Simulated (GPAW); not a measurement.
**A 8-layer slab of Ni(100) in an electric field**

How does a 8-layer slab of Ni(100) screen a perpendicular field?

Calculated with GPAW 26.7.0; GPAW, PAW setups; slab in vacuum, relaxation, in the first sound run; inputs show where later runs differ.

Most raw output is cut from this account.

## 1. The structure

The cell holds 8 atoms: 8 Ni. Its edges and angles: a = 2.489 Å, b = 2.489 Å, c = 30.320 Å, α = 90.0°, β = 90.0°, γ = 90.0°. Vacuum lies along c.

## 2. Relaxing the atoms

Forces are removed first; all later runs use this geometry. The lowest 4 atoms are held at bulk positions and keep their forces.

The input, run.py:

```python
import json
import numpy as np
from ase import Atoms
from ase.constraints import FixAtoms
from ase.optimize import BFGS
from gpaw import GPAW, PW

slab = Atoms(
    ['Ni', 'Ni', 'Ni', 'Ni', 'Ni', 'Ni', 'Ni', 'Ni'],
    positions=[
        [1.24451, 1.24451, 9.00000],
        [0.00000, 0.00000, 10.76000],
        [1.24451, 1.24451, 12.52000],
        [0.00000, 0.00000, 14.28000],
        [1.24451, 1.24451, 16.04000],
        [0.00000, 0.00000, 17.80000],
        [1.24451, 1.24451, 19.56000],
        [0.00000, 0.00000, 21.32000]],
    cell=[[2.48902, 0.0, 0.0], [0.0, 2.48902, 0.0], [0.0, 0.0, 30.32]],
    pbc=[True, True, False],
    magmoms=[0.7, 0.7, 0.7, 0.7, 0.7, 0.7, 0.7, 0.7])

slab.calc = GPAW(mode=PW(400), xc='PBE', kpts={'size': (13, 13, 1), 'gamma': True},
                 occupations={'name': 'fermi-dirac', 'width': 0.1}, nbands='160%',
                 convergence={'density': 1e-05}, maxiter=200,
                 poissonsolver={'dipolelayer': 'xy'},
                 symmetry={'tolerance': 1e-3, 'extra_ids': [1, 1, 1, 1, 0, 0, 0, 0]}, txt='slab.txt')
result = {}
slab.set_constraint(FixAtoms([0, 1, 2, 3]))
path = []
opt = BFGS(slab, maxstep=0.2)
opt.attach(lambda: path.append((slab.get_potential_energy(), slab.positions.tolist(), slab.get_forces().tolist())))
result['relaxed'] = bool(opt.run(fmax=0.03, steps=40))
result['path'] = path
energy = slab.get_potential_energy()
fermi = slab.calc.get_fermi_level()
v = slab.calc.get_electrostatic_potential().mean((0, 1)) - fermi
n = slab.calc.get_pseudo_density().mean((0, 1))
L = slab.cell[2, 2]
z = np.arange(len(v)) * L / len(v)
low, high = slab.positions[:, 2].min(), slab.positions[:, 2].max()
below, above = np.interp([low - 6.8, high + 6.8], z, v)
slopes = [np.interp(x, z, np.gradient(v, z)) for x in (low - 6.8, high + 6.8)]
eps = np.array([[slab.calc.get_eigenvalues(k, s) for k in range(len(slab.calc.get_ibz_k_points()))]
                for s in range(slab.calc.get_number_of_spins())]) - fermi
top, bottom = eps[eps < 0].max(), eps[eps > 0].min()
dipole = slab.get_dipole_moment()[2]
print(f'energy {energy:.4f} eV, Fermi level {fermi:.4f} eV, dipole {dipole:.5f} e A')
print(f'potential 6.8 A off the faces, from the Fermi level: lower {below:.4f} eV, upper {above:.4f} eV')
print(f'slope of the potential there: lower {slopes[0]:.5f}, upper {slopes[1]:.5f} eV/A')
print(f'nearest levels on the mesh: {top:.4f} and {bottom:.4f} eV')
print('magnetic moment', round(slab.get_magnetic_moment(), 3))
result.update(energy=energy, fermi=fermi, dipole=dipole, below=below, above=above, slopes=slopes, edges=[top, bottom],
              z=z.tolist(), v=v.tolist(), n=n.tolist(), positions=slab.positions.tolist(),
              forces=slab.get_forces(apply_constraint=False).tolist(), moments=slab.get_magnetic_moments().tolist())
json.dump(result, open('result.json', 'w'))
```

Command:

```
> OMP_NUM_THREADS=1 OPENBLAS_NUM_THREADS=1 python run.py
```

Wall time 4 h (1 thread of Arm Neoverse N1, shared host); peak memory 0.55 GiB.

The steps of the relaxation:

```
step  energy less that of the first step (eV)  largest force (eV/Å)
   1                                   0.0000                0.3761
   2                                  -0.0029                0.3041
   3                                  -0.0092                0.0919
   4                                  -0.0093                0.0781
   5                                  -0.0098                0.0367
   6                                  -0.0099                0.0361
   7                                  -0.0100                0.0271
```

The atoms that moved most (Å):

```
atom     dx     dy      dz  length
 Ni7  0.000  0.000   0.031   0.031
 Ni8  0.000  0.000  -0.023   0.023
 Ni6  0.000  0.000   0.011   0.011
```

The relaxed structure:

```xyz
8
Lattice="2.4890 0.0000 0.0000 0.0000 2.4890 0.0000 0.0000 0.0000 30.3200" Properties=species:S:1:pos:R:3
Ni    1.2445    1.2445    9.0000
Ni    0.0000    0.0000   10.7600
Ni    1.2445    1.2445   12.5200
Ni    0.0000    0.0000   14.2800
Ni    1.2445    1.2445   16.0438
Ni    0.0000    0.0000   17.8113
Ni    1.2445    1.2445   19.5908
Ni    0.0000    0.0000   21.2967
```

Numbers from this step:

* dipole along the normal: 2.19e-4 e·Å
* levels nearest the Fermi level on the mesh: -0.01745, 0.001273 eV from the Fermi level
* upper work function: 4.944 eV
* lower work function: 4.947 eV
* site moments: 0.7764, 0.6936, 0.6827, 0.6664, 0.6665, 0.6814, 0.6948, 0.7725 μB
* sum of the site moments: 5.634 μB

The electrostatic potential energy of an electron (without an applied field's), less the Fermi level, planar mean oscillates, so the rows of the table below give means over windows of 1.73 Å about each position, cut where the curve ends. Its maxima inside the range that stand out by 2 % of the span (Å: eV): 9.9: -2.12, 11.6: -2.33, 13.4: -2.25, 15.2: -2.19, 16.9: -2.18, 18.7: -2.08, 20.5: -2.71. Its minima: 9.0: -15.7, 10.7: -15.8, 12.6: -15.8, 14.3: -15.9, 16.0: -15.9, 17.8: -15.7, 19.6: -16.0, 21.3: -15.7.

Electrostatic potential energy of an electron (without an applied field's), less the Fermi level, planar mean against z; means over each step:

```
z (Å)  electrostatic potential energy of an electron (without an applied field's), less the Fermi level, planar mean (eV)
 0.86                                                                                                                4.95
 2.59                                                                                                                4.95
 4.32                                                                                                                4.95
 6.05                                                                                                                4.90
 7.78                                                                                                                1.33
 9.51                                                                                                               -8.37
11.24                                                                                                               -8.55
12.97                                                                                                               -8.55
14.70                                                                                                               -8.54
16.43                                                                                                               -8.53
18.16                                                                                                               -8.49
19.89                                                                                                               -8.83
21.62                                                                                                               -7.17
23.35                                                                                                                4.52
25.08                                                                                                                4.94
26.81                                                                                                                4.94
28.54                                                                                                                4.94
```

The pseudo valence density, planar mean oscillates, so the rows of the table below give means over windows of 1.73 Å about each position, cut where the curve ends. Its maxima inside the range that stand out by 2 % of the span (Å: e/Å³): 9.1: 3.15, 10.8: 3.25, 12.6: 3.31, 14.3: 3.35, 16.0: 3.34, 17.8: 3.29, 19.5: 3.14, 21.2: 3.23. Its minima: 10.0: 0.382, 11.7: 0.375, 13.4: 0.371, 15.2: 0.367, 16.9: 0.367, 18.6: 0.369, 20.4: 0.417.

Table of pseudo valence density, planar mean by z; means over each step:

```
z (Å)  pseudo valence density, planar mean (e/Å³)
 4.32                                      1.9e-5
 6.05                                     0.00163
 7.78                                       0.232
 9.51                                        1.46
11.24                                        1.47
12.97                                        1.47
14.70                                        1.47
16.43                                        1.47
18.16                                        1.47
19.89                                        1.50
21.62                                        1.38
23.35                                      0.0162
25.08                                      1.9e-4
```

Site moment by atom:

```
atom  site moment (μB)
 Ni1             0.776
 Ni2             0.694
 Ni3             0.683
 Ni4             0.666
 Ni5             0.667
 Ni6             0.681
 Ni7             0.695
 Ni8             0.773
```

The relaxation lowered the energy of the cell by 0.00996 eV (energies extrapolated to zero smearing; the optimiser's log prints free energies). The largest force left on a free atom is 0.027 eV/Å.

## 3. Plane waves, PBE

With the geometry fixed, the planar mean of the potential gives the vacuum level on each side.

This step: GPAW, PAW setups; slab in vacuum (GPAW 26.7.0).

Edit run.py of step 2 so:

```diff
@@ -3,4 +3,2 @@
 from ase import Atoms
-from ase.constraints import FixAtoms
-from ase.optimize import BFGS
 from gpaw import GPAW, PW
@@ -14,6 +12,6 @@
         [0.00000, 0.00000, 14.28000],
-        [1.24451, 1.24451, 16.04000],
-        [0.00000, 0.00000, 17.80000],
-        [1.24451, 1.24451, 19.56000],
-        [0.00000, 0.00000, 21.32000]],
+        [1.24451, 1.24451, 16.04382],
+        [-0.00000, -0.00000, 17.81126],
+        [1.24451, 1.24451, 19.59083],
+        [-0.00000, -0.00000, 21.29675]],
     cell=[[2.48902, 0.0, 0.0], [0.0, 2.48902, 0.0], [0.0, 0.0, 30.32]],
@@ -26,10 +24,4 @@
                  poissonsolver={'dipolelayer': 'xy'},
-                 symmetry={'tolerance': 1e-3, 'extra_ids': [1, 1, 1, 1, 0, 0, 0, 0]}, txt='slab.txt')
+                 symmetry={'tolerance': 1e-3}, txt='slab.txt')
 result = {}
-slab.set_constraint(FixAtoms([0, 1, 2, 3]))
-path = []
-opt = BFGS(slab, maxstep=0.2)
-opt.attach(lambda: path.append((slab.get_potential_energy(), slab.positions.tolist(), slab.get_forces().tolist())))
-result['relaxed'] = bool(opt.run(fmax=0.03, steps=40))
-result['path'] = path
 energy = slab.get_potential_energy()
```

Elapsed: 1.5 h, on 1 thread; peak memory 0.54 GiB.

This step gave:

```
dipole along the normal                    : 1.76e-4 e·Å
levels nearest the Fermi level on the mesh : -0.01744, 0.001277 eV from the Fermi level
site moments                               : 0.7764, 0.6936, 0.6828, 0.6664, 0.6665, 0.6813, 0.6948, 0.7725 μB
```

The electrostatic potential energy of an electron (without an applied field's), less the Fermi level, planar mean oscillates, so the rows of the table below give means over windows of 1.73 Å about each position, cut where the curve ends. Its maxima inside the range that stand out by 2 % of the span (Å: eV): 9.9: -2.12, 11.6: -2.33, 13.4: -2.25, 15.2: -2.19, 16.9: -2.18, 18.7: -2.08, 20.5: -2.71. Its minima: 9.0: -15.7, 10.7: -15.8, 12.6: -15.8, 14.3: -15.9, 16.0: -15.9, 17.8: -15.7, 19.6: -16.0, 21.3: -15.7.

Electrostatic potential energy of an electron (without an applied field's), less the Fermi level, planar mean against z; means over each step:

(Unchanged from step 2.)

The pseudo valence density, planar mean oscillates, so the rows of the table below give means over windows of 1.73 Å about each position, cut where the curve ends. Its maxima inside the range that stand out by 2 % of the span (Å: e/Å³): 9.1: 3.15, 10.8: 3.25, 12.6: 3.31, 14.3: 3.35, 16.0: 3.34, 17.8: 3.29, 19.5: 3.14, 21.2: 3.23. Its minima: 10.0: 0.382, 11.7: 0.375, 13.4: 0.371, 15.2: 0.367, 16.9: 0.367, 18.6: 0.369, 20.4: 0.417.

Pseudo valence density, planar mean against z; means over each step:

z (Å), pseudo valence density, planar mean (e/Å³) and a bar:
```
     4.32       0.00 
     6.05       0.00 
     7.78       0.23 #####
     9.51       1.46 #############################
    11.24       1.47 #############################
    12.97       1.47 #############################
    14.70       1.47 #############################
    16.43       1.47 #############################
    18.16       1.47 #############################
    19.89       1.50 ##############################
    21.62       1.38 ############################
    23.35       0.02 
    25.08       0.00
```

Force by atom:

```
atom  x (eV/Å)  y (eV/Å)  z (eV/Å)   size
 Ni1     0.000     0.000     0.262  0.262
 Ni2     0.000     0.000    -0.377  0.377
 Ni3     0.000     0.000     0.036  0.036
 Ni4     0.000     0.000     0.026  0.026
 Ni5     0.000     0.000     0.026  0.026
 Ni6     0.000     0.000    -0.006  0.006
 Ni7     0.000     0.000     0.006  0.006
 Ni8     0.000     0.000     0.025  0.025
```

The potential is flat to 5.3e-5 eV/Å where it is read, so the vacuum is wide enough.

## 4. In a field

A uniform field along the normal polarises the slab; the atoms stay fixed, so this is the electronic response alone.

Edit run.py of step 3 so:

```diff
@@ -4,2 +4,3 @@
 from gpaw import GPAW, PW
+from gpaw.external import ConstantElectricField
 
@@ -24,2 +25,3 @@
                  poissonsolver={'dipolelayer': 'xy'},
+                 external=ConstantElectricField(-0.2, [0, 0, 1]),
                  symmetry={'tolerance': 1e-3}, txt='slab.txt')
```

Elapsed: 4.1 h, on 1 thread; peak memory 1.3 GiB.

The run was cut off at its time limit.

## 5. Field on

Edit run.py of step 4 so:

```diff
@@ -25,3 +25,3 @@
                  poissonsolver={'dipolelayer': 'xy'},
-                 external=ConstantElectricField(-0.2, [0, 0, 1]),
+                 external=ConstantElectricField(-0.1, [0, 0, 1]),
                  symmetry={'tolerance': 1e-3}, txt='slab.txt')
```

The job ended after 4.1 h (1 thread; peak memory 1.3 GiB).

The run was cut off at its time limit.

## 6. Field on

Edit run.py of step 5 so:

```diff
@@ -25,3 +25,3 @@
                  poissonsolver={'dipolelayer': 'xy'},
-                 external=ConstantElectricField(-0.1, [0, 0, 1]),
+                 external=ConstantElectricField(-0.05, [0, 0, 1]),
                  symmetry={'tolerance': 1e-3}, txt='slab.txt')
```

It took 2.7 h on 1 thread; peak memory 1.3 GiB.

The run was cut off at its time limit.

## 7. In a field

Edit run.py of step 6 so:

```diff
@@ -25,3 +25,3 @@
                  poissonsolver={'dipolelayer': 'xy'},
-                 external=ConstantElectricField(-0.05, [0, 0, 1]),
+                 external=ConstantElectricField(0.05, [0, 0, 1]),
                  symmetry={'tolerance': 1e-3}, txt='slab.txt')
```

Elapsed: 73 min, on 1 thread; peak memory 1.3 GiB.

The run was cut off at its time limit.

## 8. In a field

Edit run.py of step 7 so:

```diff
@@ -25,3 +25,3 @@
                  poissonsolver={'dipolelayer': 'xy'},
-                 external=ConstantElectricField(0.05, [0, 0, 1]),
+                 external=ConstantElectricField(0.1, [0, 0, 1]),
                  symmetry={'tolerance': 1e-3}, txt='slab.txt')
```

Elapsed: 20 s, on 1 thread; peak memory 0.39 GiB.

The run was cut off at its time limit.

## 9. Field on

Edit run.py of step 8 so:

```diff
@@ -25,3 +25,3 @@
                  poissonsolver={'dipolelayer': 'xy'},
-                 external=ConstantElectricField(0.1, [0, 0, 1]),
+                 external=ConstantElectricField(0.2, [0, 0, 1]),
                  symmetry={'tolerance': 1e-3}, txt='slab.txt')
```

The job ended after 20 s (1 thread; peak memory 0.38 GiB).

The run was cut off at its time limit.

## 10. In a field

Edit run.py of step 9 so:

```diff
@@ -25,3 +25,3 @@
                  poissonsolver={'dipolelayer': 'xy'},
-                 external=ConstantElectricField(0.2, [0, 0, 1]),
+                 external=ConstantElectricField(0.3, [0, 0, 1]),
                  symmetry={'tolerance': 1e-3}, txt='slab.txt')
```

Run time: 20 s. Hardware: 1 thread; peak memory 0.39 GiB.

The run was cut off at its time limit.

## 11. Summary of results

| Item | Value |
| --- | --- |
| work function, both faces | 4.94 eV |
| dipole along the normal | 1.8e-4 e Å, near the numerical noise |

What this shows: With plane waves and PBE the work function is 4.94 eV on the upper face and 4.95 eV on the lower. The measured value for this face is 5.17 eV (as compiled in "Anisotropic work function of elemental crystals", 2019, arxiv:1902.07811); the relaxed upper face lies 0.23 eV under it with PBE. Measured work functions scatter by a tenth of an eV or more between methods. One magnetic start was tried; another order may lie lower. The in-plane lattice was kept as typed, which isn't the functional's own and leaves some strain; spin-orbit coupling and temperature are left out.

[Logs are printed without paths, hosts, clocks, repeated set-up lines and the standing remarks that a program may print on its own settings, such as how far it seeks lower states.]

[Hosts, paths, dates, database ids (printed as entryN), source tags and the programs' standing remarks are cut or masked in the printed files.]
